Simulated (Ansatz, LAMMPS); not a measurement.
## Electronic structure of glassy 46SiO2-16Al2O3-16BaO-16Li2O-5Sc2O3 (mol %) (121 atoms)

What does DFT give for glassy 46SiO2-16Al2O3-16BaO-16Li2O-5Sc2O3 (mol %) (121 atoms) as built?

Method: Kohn-Sham DFT, PBE, PAW (set soft_2), plane waves, in Ansatz 0.2.0.

### Step 1. The starting structure

The cell holds 121 atoms: 17 Si, 12 Al, 6 Ba, 12 Li, 4 Sc and 70 O. Cell: a = 11.676 Å, b = 11.676 Å, c = 11.676 Å, α = 90.0°, β = 90.0°, γ = 90.0°. 121 atoms (17 Si, 12 Al, 6 Ba, 12 Li, 4 Sc, 70 O) placed at random at 3.16 g/cm³, melted at 4000 K for 10 ps at fixed volume with the Morse and Coulomb pair potential with partial charges (Pedone, Malavasi, Menziani, Cormack and Segre, J. Phys. Chem. B 110, 11780 (2006)). Quenched from 4000 K to 300 K at 1000 K/ps and fixed volume, held 10 ps at zero pressure, then minimised at fixed cell.

Limits known from the start: The quench rate of 1000 K/ps far exceeds what a furnace or splat quench reaches, so expect more defects and frozen-in strain than in a real sample. The network of bonds at the start is that of the classical potential that made the cell, and needn't be the one that DFT or experiment would give. Only the Γ point is sampled, in a cell whose shortest periodic width is 12 Å. Spin–orbit coupling is left out, which matters for the levels of the heavy elements.

### Step 2. Making the structure

A classical potential supplies the starting structure, since it reaches far longer times than DFT.

This step: classical MD, Morse and Coulomb pair potential with partial charges (Pedone, Malavasi, Menziani, Cormack and Segre, J. Phys. Chem. B 110, 11780 (2006)) (LAMMPS 22 Jul 2025 - Update 4).

in.lmp

```
# melt-quench of Si17Al12Ba6Li12Sc4O70
units metal
atom_style charge
boundary p p p
region box block 0 11.6490 0 11.6490 0 11.6490
create_box 6 box
mass 1 28.0850   # Si
mass 2 26.9815   # Al
mass 3 137.3270   # Ba
mass 4 6.9400   # Li
mass 5 44.9559   # Sc
mass 6 15.9990   # O
create_atoms 1 random 17 200049 NULL overlap 1.5 maxtry 2000
create_atoms 2 random 12 200056 NULL overlap 1.5 maxtry 2000
create_atoms 3 random 6 200063 NULL overlap 1.5 maxtry 2000
create_atoms 4 random 12 200070 NULL overlap 1.5 maxtry 2000
create_atoms 5 random 4 200077 NULL overlap 1.5 maxtry 2000
create_atoms 6 random 70 200084 NULL overlap 1.5 maxtry 2000
pair_style hybrid/overlay pedone 5.5 coul/long 8.0
pair_coeff * * coul/long
pair_coeff 1 6 pedone 0.340554 2.006700 2.100000 1   # Si-O
pair_coeff 2 6 pedone 0.361581 1.900442 2.164818 0.9   # Al-O
pair_coeff 3 6 pedone 0.065011 1.547596 3.393410 5   # Ba-O
pair_coeff 4 6 pedone 0.001114 3.429506 2.681360 1   # Li-O
pair_coeff 5 6 pedone 0.000333 3.144445 3.200000 2.6   # Sc-O
pair_coeff 6 6 pedone 0.042395 1.379316 3.618701 22   # O-O
set type 1 charge 2.4
set type 2 charge 1.8
set type 3 charge 1.2
set type 4 charge 0.6
set type 5 charge 1.8
set type 6 charge -1.2
kspace_style pppm 1.0e-4
neigh_modify delay 0 every 1 check yes
# [... 22 lines left out ...]
thermo 1666
fix md all npt temp 300 300 0.2 iso 0 0 2
run 5000 post no
unfix md
thermo 100
min_style cg
minimize 0 1e-3 2000 20000
write_dump all custom glass.dump id type xs ys zs modify sort id
```

On the command line:

```
$ lmp -in in.lmp -log none -nocite
```

Numbers of over 12 decimals in the logs are rounded to 6 here.

Output:

```text
LAMMPS (22 Jul 2025 - Update 4)
Created orthogonal box = (0 0 0) to (11.649 11.649 11.649)
Created 17 atoms
Created 12 atoms
Created 6 atoms
Created 12 atoms
Created 4 atoms
Created 70 atoms
PPPM initialization ...
  G vector (1/distance) = 0.37613258
  grid = 12 12 12
  estimated relative force accuracy = 7.0068951e-05
   Step          Time           Temp          PotEng         Press         Density
         0   0              0             -1.1753463      807404.58      3.1600395
        93   0.186          0             -12.971447     -13666.643      3.1600395
Loop time of 0.128139 s on 1 MPI rank(s) for 93 steps with 121 atoms
Minimization stats:
  Stopping criterion = energy tolerance
  Energy initial, next-to-last, final =
      -1.1753462799436  -12.9701671851121  -12.9714468132582
  Force two-norm initial, final = 338.66629 2.5563718
  Iterations, force evaluations = 93 122
   Step          Time           Temp          PotEng         Press         Density
         0   0              4000          -12.971447      28257.002      3.1600395
       500   1              1940.152      -12.786059      29047.853      3.1600395
      1000   2              1922.4383     -12.771211      24525.131      3.1600395
Loop time of 0.833249 s on 1 MPI rank(s) for 1000 steps with 121 atoms
[... 3 lines left out ...]
      2499   4.998          3981.3167     -12.421152      68264.064      3.1600395
      3332   6.664          3134.6088     -12.419429      44089.446      3.1600395
      4165   8.33           4631.5887     -12.424445      96276.561      3.1600395
      4998   9.996          3826.1729     -12.335246      109854.29      3.1600395
      5831   11.662         3438.0211     -12.442064      86514.394      3.1600395
[... 1 line left out ...]
Loop time of 4.40964 s on 1 MPI rank(s) for 5000 steps with 121 atoms
   Step          Time           Temp          PotEng         Press         Density
[... 12 lines left out ...]
Loop time of 1.585 s on 1 MPI rank(s) for 1850 steps with 121 atoms
   Step          Time           Temp          PotEng         Press         Density
[... 3 lines left out ...]
     11662   23.324         294.91904     -13.010808      4025.5233      3.1765062
     12850   25.7           302.89102     -13.006781     -325.39651      3.1381569
Loop time of 5.43434 s on 1 MPI rank(s) for 5000 steps with 121 atoms
   Step          Time           Temp          PotEng         Press         Density
     12850   25.7           302.89102     -13.006781     -325.17765      3.1381569
     12868   25.736         302.89102     -13.044766     -5550.2535      3.1381569
Loop time of 0.0653319 s on 1 MPI rank(s) for 18 steps with 121 atoms
Minimization stats:
  Stopping criterion = linesearch alpha is zero
  Energy initial, next-to-last, final =
     -13.0067810892163  -13.0447663159293  -13.0447663159293
  Force two-norm initial, final = 13.199492 0.55699063
  Iterations, force evaluations = 18 67
```

The job ended after 13 s (1 thread of Arm Neoverse N1, shared host; peak memory 0.075 GiB).

### Step 3. Plane-wave single point

One self-consistent run at the given positions yields energy and forces.

input.yaml

```yaml
crystal:
  lattice:
    - [11.67601, 0.0, 0.0]
    - [0.0, 11.67601, 0.0]
    - [0.0, 0.0, 11.67601]
  atoms:
    - { symbol: Si, position: [0.5458, 0.46646, 0.8399] }
    - { symbol: Si, position: [0.76476, 0.54149, 0.9615] }
    - { symbol: Si, position: [0.99586, 0.9456, 0.30159] }
    - { symbol: Si, position: [0.8019, 0.78445, 0.21932] }
    - { symbol: Si, position: [0.87016, 0.79135, 0.95215] }
    - { symbol: Si, position: [0.03291, 0.10707, 0.08306] }
    - { symbol: Si, position: [0.70646, 0.42355, 0.18554] }
    - { symbol: Si, position: [0.73551, 0.68642, 0.59332] }
    - { symbol: Si, position: [0.86728, 0.46296, 0.64266] }
    - { symbol: Si, position: [0.33452, 0.47603, 0.25221] }
    - { symbol: Si, position: [0.46311, 0.03248, 0.70499] }
    - { symbol: Si, position: [0.21864, 0.80013, 0.3711] }
    - { symbol: Si, position: [0.44299, 0.95425, 0.96617] }
    - { symbol: Si, position: [0.12242, 0.53839, 0.6708] }
    - { symbol: Si, position: [0.14269, 0.54137, 0.40466] }
    - { symbol: Si, position: [0.00412, 0.41575, 0.96702] }
    - { symbol: Si, position: [0.70389, 0.27758, 0.74485] }
    - { symbol: Al, position: [0.54758, 0.53649, 0.43894] }
    - { symbol: Al, position: [0.02729, 0.16769, 0.43245] }
    - { symbol: Al, position: [0.11777, 0.98785, 0.85451] }
    - { symbol: Al, position: [0.48638, 0.27937, 0.57074] }
    - { symbol: Al, position: [0.3324, 0.76179, 0.85633] }
    - { symbol: Al, position: [0.11566, 0.70651, 0.86158] }
    - { symbol: Al, position: [0.96978, 0.32901, 0.19832] }
    - { symbol: Al, position: [0.80155, 0.26797, 0.49842] }
    - { symbol: Al, position: [0.62362, 0.12851, 0.36524] }
    - { symbol: Al, position: [0.48505, 0.66326, 0.67111] }
    - { symbol: Al, position: [0.40943, 0.35764, 0.04231] }
    - { symbol: Al, position: [0.23233, 0.49176, 0.9001] }
    - { symbol: Ba, position: [0.12445, 0.2417, 0.692] }
    - { symbol: Ba, position: [0.49639, 0.68276, 0.13308] }
    - { symbol: Ba, position: [0.84304, 0.00921, 0.6715] }
    [... 83 atom lines left out ...]
    - { symbol: O, position: [0.66393, 0.52682, 0.87305] }
    - { symbol: O, position: [0.03887, 0.41763, 0.10189] }
    - { symbol: O, position: [0.18718, 0.66407, 0.35541] }
    - { symbol: O, position: [0.17176, 0.54481, 0.541] }
    - { symbol: O, position: [0.22656, 0.45022, 0.34084] }
    - { symbol: O, position: [0.33384, 0.83878, 0.31618] }
kpoints:
  mp_grid: { grid: [1, 1, 1] }
hamiltonian:
  xc: pbe
scf:
  occupations: { method: fixed }
output:
  forces: true
  stress: true
  populations: true
  dos:
    method: { smearing: { sigma: 0.15 } }
    de: 0.1
    projected: { site_lists: { Al: [Al], Ba: [Ba], Li: [Li], O: [O], Sc: [Sc] } }
  eigenvalues: true
  write_density: true
  write_potential: true
  volumetric_format: npy
```

On the command line:

```
$ ansatz run input.yaml --threads 8 --pin off --max-ram 15872MiB --backend cpu --events-out ev --progress --plain --runs-dir out
```

Output:

```text
Engine: ansatz 0.2.0, aarch64-unknown-linux-gnu
Pseudopotentials: kind: paw
Pseudopotential: Si, paw, valence charge 4, recommended cutoff 420 eV (normal), Si.paw.azcp
Pseudopotential: Al, paw, valence charge 3, recommended cutoff 420 eV (normal), Al.paw.azcp
Pseudopotential: Ba, paw, valence charge 10, recommended cutoff 420 eV (normal), Ba.paw.azcp
Pseudopotential: Li, paw, valence charge 3, recommended cutoff 420 eV (normal), Li.paw.azcp
Pseudopotential: Sc, paw, valence charge 11, recommended cutoff 420 eV (normal), Sc.paw.azcp
Pseudopotential: O, paw, valence charge 6, recommended cutoff 420 eV (normal), O.paw.azcp
Functional definition: PBE
  parameter kappa = 0.804
  parameter beta = 0.066725
  exchange = pbe_x(kappa = kappa, mu = beta*pi^2/3)
  correlation = pbe_c(beta = beta)
Crystal: 121 atoms, lattice volume = 1591.781 Å³
Basis set: ecut = 420 eV, 31103 PW (Γ), exchange–correlation on 160×160×160 points (8 copies of the dense FFT grid, shifted against one another)
Bands: 453, of which v1, the nominal top of the filled ones, is band 332 counted from 1 (331 counted from 0)
Symmetry: 1 space group operations
Space group: P1 (ITA 1), of the structure as read, at distance tolerance 1.2e-4 Å
k-points: 1
Non-local potential: Si, projectors of the file, l = 0: 2, l = 1: 2, l = 2: 2
Non-local potential: Al, projectors of the file, l = 0: 2, l = 1: 2, l = 2: 1
Non-local potential: Ba, projectors of the file, l = 0: 3, l = 1: 2, l = 2: 2, l = 3: 2
Non-local potential: Li, projectors of the file, l = 0: 3, l = 1: 2, l = 2: 1
Non-local potential: Sc, projectors of the file, l = 0: 3, l = 1: 2, l = 2: 3, l = 3: 1
Non-local potential: O, projectors of the file, l = 0: 2, l = 1: 2, l = 2: 1
PAW form: soft (Blöchl's): semilocal exchange-correlation on the pseudo side does not see the compensation charge
PAW one-centre angular grid: Si, 110 points (default); XC on 64 Gauss nodes
PAW one-centre angular grid: Al, 110 points (default); XC on 64 Gauss nodes
PAW one-centre angular grid: Ba, 194 points (default); XC on 64 Gauss nodes
PAW one-centre angular grid: Li, 110 points (default); XC on 64 Gauss nodes
PAW one-centre angular grid: Sc, 590 points (default); XC on 64 Gauss nodes
PAW one-centre angular grid: O, 110 points (default); XC on 64 Gauss nodes
Initial density: superposition of atomic densities (neutral atoms: chi_scale 0, normalization atom), corrected by the library's trained network
Initial wavefunctions: pseudopotential atomic-orbital guess
Functional: x = pbe(κ = 0.804, μ = 0.219515), c = pbe(β = 0.066725)
SCF iter   1: F=—  HF=-103828.800142 eV  |F-HF|=—  |Δ(HF+E_count)|=         —  Δρ=2.35e-3  dr2=1.21e-1  ethr=1.77e-3  ⟨swp⟩=5.0  Hψ=1632  notcnv=0  defer=115
preconditioner: auto → Resta (q_TF=auto, 2.358 Å⁻¹)  ε∞=3.5  [insulator: Δε(μ)=3.432 eV  Ē_g=14.263 eV  n_scr=364 (ndim 8)  ℏωp=22.7 eV  f_vac=0.087  ε∞_Penn≈3.5]
SCF iter   2: F=—  HF=-103828.788599 eV  |F-HF|=—  |Δ(HF+E_count)|=   1.15e-2  Δρ=1.31e-3  dr2=2.99e-2  ethr=1.82e-5  ⟨swp⟩=2.0  Hψ=765  notcnv=0  defer=119
SCF iter   3: F=—  HF=-103828.789318 eV  |F-HF|=—  |Δ(HF+E_count)|=   7.20e-4  Δρ=5.83e-4  dr2=9.99e-3  ethr=4.50e-6  ⟨swp⟩=2.0  Hψ=583  notcnv=0  defer=119
SCF iter   4: F=—  HF=-103828.789563 eV  |F-HF|=—  |Δ(HF+E_count)|=   2.45e-4  Δρ=2.71e-4  dr2=1.34e-3  ethr=1.51e-6  ⟨swp⟩=2.0  Hψ=643  notcnv=0  defer=119
SCF iter   5: F=—  HF=-103828.789480 eV  |F-HF|=—  |Δ(HF+E_count)|=   8.34e-5  Δρ=1.47e-4  dr2=3.56e-4  ethr=2.01e-7  ⟨swp⟩=2.0  Hψ=641  notcnv=0  defer=115
SCF iter   6: F=—  HF=-103828.789514 eV  |F-HF|=—  |Δ(HF+E_count)|=   3.42e-5  Δρ=4.67e-5  dr2=4.22e-5  ethr=5.36e-8  ⟨swp⟩=2.0  Hψ=568  notcnv=0  defer=115
SCF iter   7: F=—  HF=-103828.788514 eV  |F-HF|=—  |Δ(HF+E_count)|=   1.00e-3  Δρ=2.64e-5  dr2=1.08e-5  ethr=6.36e-9  ⟨swp⟩=2.0  Hψ=785  notcnv=0  defer=115
SCF iter   8: F=—  HF=-103828.788516 eV  |F-HF|=—  |Δ(HF+E_count)|=   2.15e-6  Δρ=8.69e-6  dr2=1.41e-6  ethr=1.62e-9  ⟨swp⟩=2.0  Hψ=584  notcnv=0  defer=115
SCF iter   9: F=—  HF=-103828.788517 eV  |F-HF|=—  |Δ(HF+E_count)|=   1.29e-6  Δρ=4.73e-6  dr2=3.43e-7  ethr=2.12e-10  ⟨swp⟩=2.0  Hψ=655  notcnv=0  defer=115
SCF iter  10: F=-103828.788517 eV  HF=-103828.788517 eV  |F-HF|=9.49e-9  |Δ(HF+E_count)|=   9.30e-8  Δρ=1.85e-6  dr2=5.75e-8  ethr=1.51e-11  ⟨swp⟩=25.0  Hψ=4775  notcnv=0
SCF 1 converged in 10 iterations: F = -103828.788517 eV  dr2 = 5.75e-8
  greatest PAW one-centre occupation: 1.000 electrons in one spin orbital (limit 2), on the Li atom at site 37 (counted from 0), in its partial waves of l = 0
SCF converged after 10 iterations
Free energy (F): -103828.788517 eV
Harris-Foulkes:  -103828.788517 eV  (|F-HF|=9.49e-9)
Internal energy: -103828.788517 eV  (E = F + TS)
E sigma→0 (E₀):  -103828.788517 eV
Fermi energy:    5.126890 eV
--- Per-component energies (eV) ---
  E_band       = -3514.675079
  E_kinetic    = 15899.496246
  E_local      = -41793.956911  (includes V_loc(G=0)·N_el)
  E_nonlocal   = 4163.859359
  E_hartree    = 15519.401981
  E_xc         = -8227.640209
  E_vxc        = -9349.951510  (∫ρ·V_xc dr)
  E_paw        = -60872.330958  (= ΣΔE_a)
  E_vpaw       = -3473.101329  (= ΣTr[D̂ρ^β])
  E_aug_tail   = 0.177973  (compensation charges beyond the density's cutoff)
  E_ewald      = -28517.795999
  E_smearing   = -0.000000  (= −TS)
  E_closure    = 0.000000  (closes the sum)
  Σ components = -103828.788517   (vs F -103828.788517, Δ=0.00e0)
--- Forces (eV/Å), atoms counted from 1 ---
  atom   1  Si     0.80469207    -0.64497226     0.78681179
  atom   2  Si     0.34190971    -1.15800057     1.27963323
  atom   3  Si     0.96298952     0.17659584    -0.77722615
  atom   4  Si     0.88726166    -0.68438999    -1.12142655
  atom   5  Si    -0.09594465    -1.60232846     1.06102908
  atom   6  Si     0.78482109     0.13997134    -0.01315555
  atom   7  Si     0.28842579     0.22360539    -0.85824392
  atom   8  Si    -0.97448079    -1.75180145    -0.67799076
  atom   9  Si    -1.20210133     0.07708596    -0.93857391
  atom  10  Si     0.46828684     0.87479525    -0.09390614
  atom  11  Si     0.59219631    -0.00954628     0.04708471
  atom  12  Si    -0.85093867    -0.24475014     0.41176264
  atom  13  Si    -0.57701837     0.01036607    -1.15998016
  atom  14  Si    -0.81044991     0.60573874     0.38820633
[...]
atom 120  O     -0.39402309    -1.46809362     0.70932499
  atom 121  O      2.10543385     0.83799600    -1.13374125
  max |Σ_I F_I| component: 1.04e-4 eV/Å
--- Stress (GPa, compression-positive) ---
        3.929714       1.170492       0.476758
        1.170492       5.981960       0.229774
        0.476758       0.229776       5.491901
  P = ⅓ Tr σ = 5.1345 GPa (51.345 kbar)
--- Band table (eV) ---
  k-point 0: bands = ["-43.9955", "-43.9509", "-42.7659", "-42.4404", [... 437 levels ...], "13.7206", "13.7403", "13.7525", "13.7674", "13.7929", "13.8263", "13.8448", "13.8575", "13.8697", "13.8845", "13.9166", "13.9222"]
--- Löwdin populations: 121 sites ---
  site symbol       q [e]
     0     Si      2.2410
     1     Si      2.2379
     2     Si      2.2743
[...]
120      O      7.0002
  spilling = 0.011305 (of n_electrons = 664.000000)
```

The job ended after 48 s (8 threads of Arm Neoverse N1, shared host; peak memory 2.4 GiB; 4.6 min of CPU time).

The column dr2 measures how far the density is from self-consistency, as an energy; F and HF (Harris–Foulkes) agree once it is small.

Numbers from this run:

```yaml
free_energy: -103828.7885 eV
free_energy_per_atom: -858.0892 eV/atom
scf_cycles: 10
pressure: 5.135 GPa
r_m_s_force_component: 0.8297 eV/Å
longest_force: 3.3 eV/Å
fermi_energy: 5.127 eV
spacing_of_highest_filled_and_lowest_empty_level: 3.216 eV
spilling_of_the_projection: 0.01131
```

Neighbours are counted within 2.08 Å (O-Si), 2.19 Å (O-Al), 2.38 Å (O-Li), 3.58 Å (O-Ba), 2.76 Å (O-Sc).

Length of the force by element and coordination:

| element | coordination | atoms | mean length of the force (eV/Å) | spread | least | most |
| --- | --- | --- | --- | --- | --- | --- |
| Al | all | 12 | 0.775 | 0.195 | 0.438 | 1.05 |
| Al | 4 | 11 | 0.760 | 0.197 | 0.438 | 1.05 |
| Al | 5 | 1 | 0.942 | 0 | 0.942 | 0.942 |
| Ba | all | 6 | 0.694 | 0.117 | 0.574 | 0.905 |
| Ba | 7 | 2 | 0.623 | 0.0077 | 0.616 | 0.631 |
| Ba | 8 | 1 | 0.905 | 0 | 0.905 | 0.905 |
| Ba | 9 | 2 | 0.608 | 0.0342 | 0.574 | 0.642 |
| Ba | 10 | 1 | 0.794 | 0 | 0.794 | 0.794 |
| Li | all | 12 | 0.416 | 0.143 | 0.186 | 0.691 |
| Li | 2 | 1 | 0.348 | 0 | 0.348 | 0.348 |
| Li | 3 | 6 | 0.431 | 0.148 | 0.186 | 0.669 |
| Li | 4 | 4 | 0.410 | 0.164 | 0.276 | 0.691 |
| Li | 5 | 1 | 0.412 | 0 | 0.412 | 0.412 |
| O | all | 70 | 1.54 | 0.677 | 0.241 | 3.30 |
| O | 2 | 13 | 1.30 | 0.702 | 0.241 | 3.11 |
| O | 3 | 30 | 1.44 | 0.624 | 0.473 | 2.81 |
| O | 4 | 22 | 1.78 | 0.656 | 0.871 | 3.30 |
| O | 5 | 5 | 1.71 | 0.633 | 0.685 | 2.55 |
| Sc | all | 4 | 1.22 | 0.369 | 0.821 | 1.73 |
| Sc | 5 | 3 | 1.35 | 0.336 | 0.915 | 1.73 |
| Sc | 6 | 1 | 0.821 | 0 | 0.821 | 0.821 |
| Si | all | 17 | 1.31 | 0.425 | 0.594 | 2.12 |

Löwdin charges by element and coordination (they lack the spilled electrons, 0.062 e an atom on average):

| element | coordination | atoms | mean charge (e) | spread | least | most |
| --- | --- | --- | --- | --- | --- | --- |
| Al | all | 12 | 1.24 | 0.0756 | 1.07 | 1.33 |
| Al | 4 | 11 | 1.24 | 0.077 | 1.07 | 1.33 |
| Al | 5 | 1 | 1.18 | 0 | 1.18 | 1.18 |
| Ba | all | 6 | 1.89 | 0.0155 | 1.87 | 1.91 |
| Ba | 7 | 2 | 1.87 | 0.0012 | 1.87 | 1.87 |
| Ba | 8 | 1 | 1.91 | 0 | 1.91 | 1.91 |
| Ba | 9 | 2 | 1.90 | 0.0026 | 1.90 | 1.90 |
| Ba | 10 | 1 | 1.90 | 0 | 1.90 | 1.90 |
| Li | all | 12 | 0.785 | 0.03 | 0.749 | 0.854 |
| Li | 2 | 1 | 0.776 | 0 | 0.776 | 0.776 |
| Li | 3 | 6 | 0.784 | 0.0239 | 0.749 | 0.816 |
| Li | 4 | 4 | 0.793 | 0.0415 | 0.754 | 0.854 |
| Li | 5 | 1 | 0.773 | 0 | 0.773 | 0.773 |
| O | all | 70 | -0.887 | 0.0817 | -1.13 | -0.78 |
| O | 2 | 13 | -0.829 | 0.0487 | -0.955 | -0.78 |
| O | 3 | 30 | -0.857 | 0.0452 | -0.99 | -0.793 |
| O | 4 | 22 | -0.920 | 0.0647 | -1.04 | -0.81 |
| O | 5 | 5 | -1.07 | 0.0605 | -1.13 | -0.970 |
| Sc | all | 4 | 1.30 | 0.062 | 1.21 | 1.38 |
| Sc | 5 | 3 | 1.27 | 0.0481 | 1.21 | 1.33 |
| Sc | 6 | 1 | 1.38 | 0 | 1.38 | 1.38 |
| Si | all | 17 | 1.69 | 0.0415 | 1.64 | 1.77 |

Density of states as counts of states in windows of 1 eV (from the Fermi level), total and the larger projections:

| from (eV) | to (eV) | total | O p | Sc d | Ba p |
| --- | --- | --- | --- | --- | --- |
| -14 | -13 | 0.0 | 0.0 | 0.0 | 0.0 |
| -13 | -12 | 10.0 | 0.2 | 0.0 | 9.6 |
| -12 | -11 | 25.5 | 0.6 | 0.0 | 24.4 |
| -11 | -10 | 2.7 | 1.5 | 0.0 | 0.4 |
| -10 | -9 | 6.5 | 4.4 | 0.0 | 0.0 |
| -9 | -8 | 11.3 | 7.9 | 0.0 | 0.0 |
| -8 | -7 | 14.7 | 10.8 | 0.0 | 0.0 |
| -7 | -6 | 25.6 | 19.5 | 0.1 | 0.0 |
| -6 | -5 | 36.0 | 28.2 | 0.5 | 0.1 |
| -5 | -4 | 59.6 | 49.3 | 0.7 | 0.2 |
| -4 | -3 | 73.5 | 64.5 | 1.2 | 0.2 |
| -3 | -2 | 87.9 | 80.5 | 1.3 | 0.2 |
| -2 | -1 | 73.1 | 68.7 | 0.8 | 0.2 |
| -1 | 0 | 28.3 | 26.8 | 0.3 | 0.1 |
| 0 | 1 | 1.3 | 1.1 | 0.1 | 0.0 |
| 1 | 3 | 0.0 | 0.0 | 0.0 | 0.0 |
| 3 | 4 | 14.8 | 1.1 | 10.0 | 0.0 |
| 4 | 5 | 35.8 | 2.6 | 11.6 | 0.0 |

With fixed occupations the program's Fermi level is the highest filled level; weight inside the gap is the broadening of levels at its edges.

Between -26 and -14 eV lie 141 more states.

The stored curve holds about 597 of the 664 electrons; the rest, give or take the few that broadening carries across the Fermi level, lie in deeper levels below its range.

Not all projections were asked for or kept, so they needn't add up to the total.

The levels nearest the highest filled one (over half full), pooled over k-points and spins:

| level less the highest filled one (eV) | occupation |
| --- | --- |
| -0.529 | 2 |
| -0.500 | 2 |
| -0.458 | 2 |
| -0.266 | 2 |
| -0.217 | 2 |
| 0 | 2 |
| 3.22 | 0 |
| 3.35 | 0 |
| 3.49 | 0 |
| 3.56 | 0 |
| 3.61 | 0 |
| 3.73 | 0 |

(Continued in part 2 of 2.)

[Logs are printed without paths, hosts, clocks, repeated set-up lines and the standing remarks that a program may print on its own settings, such as how far it seeks lower states.]

[Hosts, paths, dates, database ids (printed as entryN), source tags and the programs' standing remarks are cut or masked in the printed files.]
